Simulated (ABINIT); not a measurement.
# How the form of the self-energy moves the gap of GaP (F-43m)

Wanted: the gap of GaP (F-43m) under several approximations, with cost.

Program: ABINIT 10.8.3. Level of theory: PBE and many-body steps on it, plane waves. Results are calculated unless marked as measured.

**Experimental background.**

- Gap 2.25 ± 0.04 eV: optical gap from Tauc plot (fundamental, indirect); spectroscopic ellipsometry, Tauc-Lorentz fit and Tauc plot; 300 K; film (GaP layer on Si reference sample) on Si (“Assessment of GaPSb/Si tandem material association properties for photoelectrochemical cells”, 2020, arxiv:2002.02774).

Most raw output is cut from this account.

**1. The structure**

Symmetry: F-43m, No. 216, cubic system. Conventional cell: a = 5.450 Å, b = 5.450 Å, c = 5.450 Å, α = 90.00°, β = 90.00°, γ = 90.00°. Nearest to Ga lie 4 P at 2.36 Å. Nearest to P lie 4 Ga at 2.36 Å. Farther neighbours are not listed.

The cell and positions come from the Crystallography Open Database and are kept as given unless a step says otherwise.

**2. Empty states on the mesh, 4×4×4 mesh, 189 bands**

This step: ABINIT 10.8.3; DFT, PBE, plane waves, norm-conserving pseudopotentials.

The sums over transitions need many empty states on a uniform mesh; this step solves for them.

Contents of run.abi:

```
acell 3*1.0 Angstrom
rprim 
  0.000000000000 2.725250000000 2.725250000000
  2.725250000000 0.000000000000 2.725250000000
  2.725250000000 2.725250000000 0.000000000000
ntypat 2
znucl 31 15
natom 2
typat 1 2
xred 
  0.000000000000 0.000000000000 0.000000000000
  0.250000000000 0.250000000000 0.250000000000
pp_dirpath "pseudos"
pseudos "Ga.upf, P.upf"
ecut 45
ngkpt 4 4 4
nshiftk 1
shiftk 0 0 0
kptopt 1
chksymbreak 0
irdden 1
istwfk *1
nband 189
prtvol 0
optdriver 6
gwr_task "HDIAGO"
paral_kgb 0
occopt 1
indata_prefix "in"
outdata_prefix "out"
tmpdata_prefix "tmp"
```

Launch:

```bash
$ OMP_NUM_THREADS=1 mpirun -n 8 abinit run.abi > log
```

Elapsed: 52 s, on 8 MPI ranks of Arm Neoverse V2, shared host; peak memory 7.1 GiB.

This step gave:

```
gap                                                           : 1.652 eV
k of the valence top                                          : 0, 0, 0
k of the conduction bottom                                    : 0.5, 0.5, 0
least direct gap                                              : 1.809 eV
k points computed                                             : 8
lowest point of the top converged band, above the valence top : 137.8812 eV
```

On this mesh the gap is 1.652 eV.

The density comes from a self-consistent run that is not shown.

**3. Screening, 4×4×4 mesh, 181 bands, screening to 228.6 eV**

The RPA dielectric matrix is built and inverted for each q.

This step: RPA screening on PBE, plane waves, norm-conserving pseudopotentials.

Edit run.abi of step 2 so:

```diff
@@ -20,10 +20,11 @@
 chksymbreak 0
-irdden 1
 istwfk *1
-nband 189
-prtvol 0
-optdriver 6
-gwr_task "HDIAGO"
-paral_kgb 0
 occopt 1
+irdwfk 1
+optdriver 3
+nband 181
+ecuteps 8.4
+inclvkb 2
+awtr 1
+symchi 1
 indata_prefix "in"
```

Wall time 41 s (8 MPI ranks); peak memory 1.9 GiB; 5.4 min of CPU time.

This step gave:

- ε∞ with local fields, on this mesh, along the program's q direction: 18.15
- the same without local fields: 19.72
- plasma frequency: 29.76 eV
- plane waves in the screening matrix: 331

Local fields lower ε∞ by 8 %. On a Γ-centred mesh this coarse the value itself is usually too large, while a short band sum pulls it down.

**4. G0W0, Godby-Needs plasmon pole**

The self-energy is evaluated for the states that the input lists, and the levels follow from it, in one-shot runs by the linearised quasiparticle equation.

This step: G0W0 on PBE, plane waves, norm-conserving pseudopotentials.

Edit run.abi of step 3 so:

```diff
@@ -23,8 +23,17 @@
 irdwfk 1
-optdriver 3
+optdriver 4
 nband 181
+gwcalctyp 0
+ecutsigx 45
+symsigma 1
+nkptgw 2
+kptgw 
+  0.0000000000 0.0000000000 0.0000000000
+  0.5000000000 0.5000000000 0.0000000000
+bdgw 
+  11 17
+  12 15
 ecuteps 8.4
-inclvkb 2
-awtr 1
-symchi 1
+irdscr 1
+ppmodel 1
 indata_prefix "in"
```

Elapsed: 14 s, on 8 MPI ranks; peak memory 1.9 GiB.

This step gave:

```yaml
g0w0_gap_on_the_points_computed: 2.269 eV
starting_gap_on_the_mesh: 1.652 eV
k_of_the_valence_top: 0, 0, 0
k_of_the_conduction_bottom: 0.5, 0.5, 0
z_at_the_valence_top: 0.787
z_at_the_conduction_bottom: 0.81
least_direct_g0w0_gap_on_the_computed_points: 2.651 eV
```

The gap on the mesh goes from 1.65 eV to 2.27 eV, a correction of +0.62 eV.

**5. G0W0, Hybertsen-Louie plasmon pole**

Edit run.abi of step 4 so:

```diff
@@ -37,3 +37,3 @@
 irdscr 1
-ppmodel 1
+ppmodel 2
 indata_prefix "in"
```

Wall time 14 s (8 MPI ranks); peak memory 1.9 GiB.

Numbers from this step:

* G0W0 gap on the points computed: 2.589 eV
* starting gap on the mesh: 1.652 eV
* k of the valence top: 0, 0, 0
* k of the conduction bottom: 0.5, 0.5, 0
* Z at the valence top: 0.853
* Z at the conduction bottom: 0.865
* least direct G0W0 gap on the computed points: 2.712 eV

Against G0W0 in ABINIT (4×4×4 mesh, 181 bands, screening to 228.6 eV, Godby-Needs plasmon pole), the gap moves by +0.320 eV.

**6. G0W0, von der Linden-Horsch plasmon pole**

Edit run.abi of step 5 so:

```diff
@@ -37,3 +37,3 @@
 irdscr 1
-ppmodel 2
+ppmodel 3
 indata_prefix "in"
```

Elapsed: 7.7 s, on 8 MPI ranks; peak memory 1.8 GiB.

Numbers from this step:

```
G0W0 gap on the points computed              : 2.363 eV
starting gap on the mesh                     : 1.652 eV
k of the valence top                         : 0, 0, 0
k of the conduction bottom                   : 0.5, 0.5, 0
least direct G0W0 gap on the computed points : 2.707 eV
```

Against G0W0 in ABINIT (4×4×4 mesh, 181 bands, screening to 228.6 eV, Godby-Needs plasmon pole), the gap moves by +0.094 eV.

**7. G0W0, Engel-Farid plasmon pole**

Edit run.abi of step 6 so:

```diff
@@ -37,3 +37,3 @@
 irdscr 1
-ppmodel 3
+ppmodel 4
 indata_prefix "in"
```

Elapsed: 7.7 s, on 8 MPI ranks; peak memory 1.8 GiB.

This step gave:

```yaml
g0w0_gap_on_the_points_computed: 2.317 eV
starting_gap_on_the_mesh: 1.652 eV
k_of_the_valence_top: 0, 0, 0
k_of_the_conduction_bottom: 0.5, 0.5, 0
least_direct_g0w0_gap_on_the_computed_points: 2.563 eV
```

Against G0W0 in ABINIT (4×4×4 mesh, 181 bands, screening to 228.6 eV, Godby-Needs plasmon pole), the gap moves by +0.048 eV.

**8. One-shot Hartree-Fock**

This step: one-shot Hartree-Fock on PBE, plane waves, norm-conserving pseudopotentials.

Edit run.abi of step 7 so:

```diff
@@ -24,4 +24,4 @@
 optdriver 4
-nband 181
-gwcalctyp 0
+nband 17
+gwcalctyp 5
 ecutsigx 45
@@ -35,5 +35,4 @@
   12 15
-ecuteps 8.4
-irdscr 1
-ppmodel 4
+ixc_sigma 40
+fftgw 31
 indata_prefix "in"
```

The job ended after 3 s (8 MPI ranks; peak memory 0.16 GiB; 21 s of CPU time).

This step gave:

```yaml
quasiparticle_gap_on_the_points_computed: 7.487 eV
starting_gap_on_the_mesh: 1.652 eV
k_of_the_valence_top: 0, 0, 0
k_of_the_conduction_bottom: 0.5, 0.5, 0
least_direct_quasiparticle_gap_on_the_computed_points: 8.402 eV
```

Against G0W0 in ABINIT (4×4×4 mesh, 181 bands, screening to 228.6 eV, Godby-Needs plasmon pole), the gap moves by +5.218 eV.

**9. Screening, 4×4×4 mesh, 181 bands, screening to 228.6 eV**

This step: RPA screening on PBE, plane waves, norm-conserving pseudopotentials.

Edit run.abi of step 8 so:

```diff
@@ -23,16 +23,13 @@
 irdwfk 1
-optdriver 4
-nband 17
-gwcalctyp 5
-ecutsigx 45
-symsigma 1
-nkptgw 2
-kptgw 
-  0.0000000000 0.0000000000 0.0000000000
-  0.5000000000 0.5000000000 0.0000000000
-bdgw 
-  11 17
-  12 15
-ixc_sigma 40
-fftgw 31
+optdriver 3
+nband 181
+ecuteps 8.4
+inclvkb 2
+awtr 1
+symchi 1
+gwcalctyp 2
+nfreqre 16
+freqremax 40 eV
+nfreqim 8
+spmeth 0
 indata_prefix "in"
```

Elapsed: 5 min, on 8 MPI ranks; peak memory 2.3 GiB; 40 min of CPU time.

This step gave:

| Item | Value |
| --- | --- |
| ε∞ with local fields, on this mesh, along the program's q direction | 18.15 |
| the same without local fields | 19.72 |
| plasma frequency | 29.76 eV |
| plane waves in the screening matrix | 331 |

**10. G0W0, contour deformation**

This step: G0W0 on PBE, plane waves, norm-conserving pseudopotentials.

Edit run.abi of step 9 so:

```diff
@@ -23,13 +23,16 @@
 irdwfk 1
-optdriver 3
+optdriver 4
 nband 181
+gwcalctyp 2
+ecutsigx 45
+symsigma 1
+nkptgw 2
+kptgw 
+  0.0000000000 0.0000000000 0.0000000000
+  0.5000000000 0.5000000000 0.0000000000
+bdgw 
+  11 17
+  12 15
 ecuteps 8.4
-inclvkb 2
-awtr 1
-symchi 1
-gwcalctyp 2
-nfreqre 16
-freqremax 40 eV
-nfreqim 8
-spmeth 0
+irdscr 1
 indata_prefix "in"
```

It took 13 s on 8 MPI ranks; peak memory 2.4 GiB; 98 s of CPU time.

This step gave:

| Property | Result |
| --- | --- |
| G0W0 gap on the points computed | 2.266 eV |
| starting gap on the mesh | 1.652 eV |
| k of the valence top | 0, 0, 0 |
| k of the conduction bottom | 0.5, 0.5, 0 |
| least direct G0W0 gap on the computed points | 2.585 eV |

Against G0W0 in ABINIT (4×4×4 mesh, 181 bands, screening to 228.6 eV, Godby-Needs plasmon pole), the gap moves by −0.003 eV.

**11. Screening, 4×4×4 mesh, 181 bands, screening to 228.6 eV**

This step: RPA screening on PBE, plane waves, norm-conserving pseudopotentials.

Edit run.abi of step 10 so:

```diff
@@ -23,16 +23,11 @@
 irdwfk 1
-optdriver 4
+optdriver 3
 nband 181
-gwcalctyp 2
-ecutsigx 45
-symsigma 1
-nkptgw 2
-kptgw 
-  0.0000000000 0.0000000000 0.0000000000
-  0.5000000000 0.5000000000 0.0000000000
-bdgw 
-  11 17
-  12 15
 ecuteps 8.4
-irdscr 1
+inclvkb 2
+awtr 1
+symchi 1
+gwcalctyp 1
+nfreqre 0
+nfreqim 16
 indata_prefix "in"
```

It took 2.7 min on 8 MPI ranks; peak memory 2.2 GiB; 21 min of CPU time.

Numbers from this step:

```
ε∞ with local fields, on this mesh, along the program's q direction : 18.15
the same without local fields                                       : 19.72
plasma frequency                                                    : 29.76 eV
plane waves in the screening matrix                                 : 331
```

**12. G0W0, analytic continuation**

This step: G0W0 on PBE, plane waves, norm-conserving pseudopotentials.

Edit run.abi of step 11 so:

```diff
@@ -23,11 +23,18 @@
 irdwfk 1
-optdriver 3
+optdriver 4
 nband 181
+gwcalctyp 1
+ecutsigx 45
+symsigma 1
+nkptgw 2
+kptgw 
+  0.0000000000 0.0000000000 0.0000000000
+  0.5000000000 0.5000000000 0.0000000000
+bdgw 
+  11 17
+  12 15
 ecuteps 8.4
-inclvkb 2
-awtr 1
-symchi 1
-gwcalctyp 1
-nfreqre 0
-nfreqim 16
+irdscr 1
+nomegasi 12
+omegasimax 25 eV
 indata_prefix "in"
```

The job ended after 12 s (8 MPI ranks; peak memory 2.2 GiB).

This step gave:

- G0W0 gap on the points computed: 2.186 eV
- starting gap on the mesh: 1.652 eV
- k of the valence top: 0, 0, 0
- k of the conduction bottom: 0.5, 0.5, 0
- least direct G0W0 gap on the computed points: 2.5 eV

Against G0W0 in ABINIT (4×4×4 mesh, 181 bands, screening to 228.6 eV, Godby-Needs plasmon pole), the gap moves by −0.083 eV.

**13. The runs together**

Times are wall times on 8 MPI ranks of Arm Neoverse V2, shared host, good to a factor of about two. A run's time includes the screening step that it read.

```csv
run,mesh,bands,screening cutoff (eV),DFT gap (eV),gap on the mesh (eV),direct (eV),ε∞ used,time
"G0W0, Godby-Needs plasmon pole",4×4×4,181,228.6,1.652,2.269,2.651,18.15,54 s
"G0W0, Hybertsen-Louie plasmon pole",4×4×4,181,228.6,1.652,2.589,2.712,18.15,54 s
"G0W0, von der Linden-Horsch plasmon pole",4×4×4,181,228.6,1.652,2.363,2.707,18.15,49 s
"G0W0, Engel-Farid plasmon pole",4×4×4,181,228.6,1.652,2.317,2.563,18.15,49 s
one-shot Hartree-Fock,4×4×4,-,-,1.652,7.487,8.402,-,3 s
"G0W0, contour deformation",4×4×4,181,228.6,1.652,2.266,2.585,18.15,5.3 min
"G0W0, analytic continuation",4×4×4,181,228.6,1.652,2.186,2.500,18.15,2.9 min
```

**14. What came out**

```
G0W0, Godby-Needs plasmon pole           : 2.269 eV
G0W0, Hybertsen-Louie plasmon pole       : 2.589 eV
G0W0, von der Linden-Horsch plasmon pole : 2.363 eV
G0W0, Engel-Farid plasmon pole           : 2.317 eV
one-shot Hartree-Fock                    : 7.487 eV
G0W0, contour deformation                : 2.266 eV
G0W0, analytic continuation              : 2.186 eV
known limits                             : not at the basis limit; no spin-orbit coupling; coarse k mesh
```

G0W0, Hybertsen-Louie plasmon pole: +0.320 eV against G0W0, Godby-Needs plasmon pole. G0W0, von der Linden-Horsch plasmon pole: +0.094 eV against G0W0, Godby-Needs plasmon pole. G0W0, Engel-Farid plasmon pole: +0.048 eV against G0W0, Godby-Needs plasmon pole. One-shot Hartree-Fock: +5.218 eV against G0W0, Godby-Needs plasmon pole. G0W0, contour deformation: −0.003 eV against G0W0, Godby-Needs plasmon pole. G0W0, analytic continuation: −0.083 eV against G0W0, Godby-Needs plasmon pole. Bare exchange alone opens the gap to 7.49 eV; against G0W0, correlation takes back 5.22 eV. Against experiment, by G0W0, Godby-Needs plasmon pole: the gap of 2.27 eV lies +0.02 eV from the measured 2.25 ± 0.04 eV (indirect, 300 K, on Si, 2020). These are gaps on the mesh, at modest bands and cutoff. The calculation has static nuclei and no excitons; a measured gap holds zero-point and thermal motion, which mostly lowers it. Bands and cutoff are finite, so the gap is not at the basis limit. The miss can reach some tenths of an eV and take either sign; the mesh is an error of its own. In the G0W0 runs levels were corrected at 2 k points alone, so a gap called «on the mesh» is the least over those, and an edge elsewhere would be missed. The 4×4×4 mesh is coarse for this cell, which bears on the long-range parts of exchange and screening. The many-body steps are scalar-relativistic: spin-orbit coupling is not in them.

[Paths, hosts, dates, memory and timing lines, banners, echoed tables and standing remarks are left out of the program output.]

[Logs are printed without paths, hosts, clocks, repeated set-up lines and the standing remarks that a program may print on its own settings, such as how far it seeks lower states.]

[Runs of the session that timed out or met a known fault of the program may be left out.]

[Hosts, paths, dates, database ids (printed as entryN), source tags and the programs' standing remarks are cut or masked in the printed files.]

[G0W0 gaps are taken among the corrected bands and points alone; a level outside them can change the order at an edge.]

[Where Ansatz stands beside ABINIT at settings called matched, ABINIT's density can come from a denser mesh and the files from another edition; pairs whose starting gaps differed by over 0.03 eV were left out, so agreement reads better than it is.]
